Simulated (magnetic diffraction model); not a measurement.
**Magnetic neutron pattern of Ca2TaMnS6**

Space group P2_1/c (no. 14), a = 6.5760 Å, b = 6.8050 Å, c = 11.5075 Å, β = 124.02°.

| site | atom | x | y | z |
| --- | --- | --- | --- | --- |
| 2d | Ta | 1/2 | 1/2 | 0 |
| 2a | Mn | 0 | 1/2 | 1/2 |
| 4e | Ca | 0.7285 | 0.9423 | 0.2471 |
| 4e | S | 0.6199 | 0.7188 | 0.4424 |
| 4e | S | 0.7315 | 0.1892 | 0.4383 |
| 4e | S | 0.8535 | 0.5430 | 0.2385 |

This is a made-up structure (elements placed in a structure type, unrelaxed), so the numbers test the method and describe no known phase.

Only Mn is taken to order (form factors of Mn3+); orders and moment sizes are assumed, and not adapted to the symmetry. Radiation: neutrons of λ = 2.567 Å, 8° to 45°; isotropic B of 0.15 Å² (Ta), 0.23 Å² (Mn), 0.23 Å² (Ca) and 0.29 Å² (S). The intensities are simulated: I ∝ L Σ (|F_N|² + |F_M⊥|²) for unpolarised neutrons, with F_M = 2.695 fm/μB × Σ f(s) S exp(2πi Q·r) exp(−B s²) at Q = H ± k (one set where k and −k are equivalent), only the part normal to Q counting and L = 1/(sin²θ cos θ). For collinear order S is the moment m, which repeats by lattice and centring translations R with the sign exp(−2πi k·R). Form factors are spin-only for 3d ions and dipole or tabulated for f ions, scattering lengths are Sears's of 1992, and absorption is left out. A label names one of the reflections at its angle. The strongest nuclear line in the range is 100, and lines under 0.2 are left out.

Assume the order k = (1/2 1/2 0), collinear moments along [100], 3.07 μB on Mn; signs + at (0, 1/2, 1/2), + at (0, 0, 0).

Q: Where does magnetic intensity appear, and how strong is it?

```
2θ (°)         index  nuclear  magnetic
 17.35   (1/2 1/2 0)      0.0      31.1
 17.50  (1/2 1/2 -1)      0.0      30.9
 26.79       (0 1 1)    100.0       0.0
 27.24       (1 0 0)     61.2       0.0
 27.62      (1 0 -2)     39.7       0.0
 28.02   (1/2 1/2 1)      0.0      16.0
 28.29  (1/2 1/2 -2)      0.0      15.7
 31.23       (0 0 2)      3.3       0.0
 31.50      (1 1 -1)      3.3       0.0
 35.12       (1 1 0)      4.1       0.0
 35.42      (1 1 -2)      3.8       0.0
 35.69   (1/2 3/2 0)      0.0       9.9
 35.76  (1/2 3/2 -1)      0.0       9.8
 36.60  (3/2 1/2 -1)      0.0       1.4
 36.82  (3/2 1/2 -2)      0.0       1.4
 42.23   (1/2 3/2 1)      0.0       6.8
 42.38   (1/2 1/2 2)      0.0       6.8
 42.42  (1/2 3/2 -2)      0.0       6.7
 42.70  (1/2 1/2 -3)      0.0       6.6
 42.89   (3/2 1/2 0)      0.0       2.5
 43.46  (3/2 1/2 -3)      0.0       2.6
 44.32       (0 2 0)      4.7       0.0
 44.70       (1 1 1)     14.8       0.0
```

The strongest magnetic line in the range is (1/2 1/2 0) at 17.35° (31.1). On top of the Lorentz factor, which all lines share, magnetic lines fade with angle because f falls: for Mn3+ it is 0.91, 0.70, 0.46 and 0.14 at sin θ/λ = 0.1, 0.2, 0.3 and 0.5 Å⁻¹, while nuclear lengths stay constant. The order has no net moment.

[Logs are printed without paths, hosts, clocks, repeated set-up lines and the standing remarks that a program may print on its own settings, such as how far it seeks lower states.]
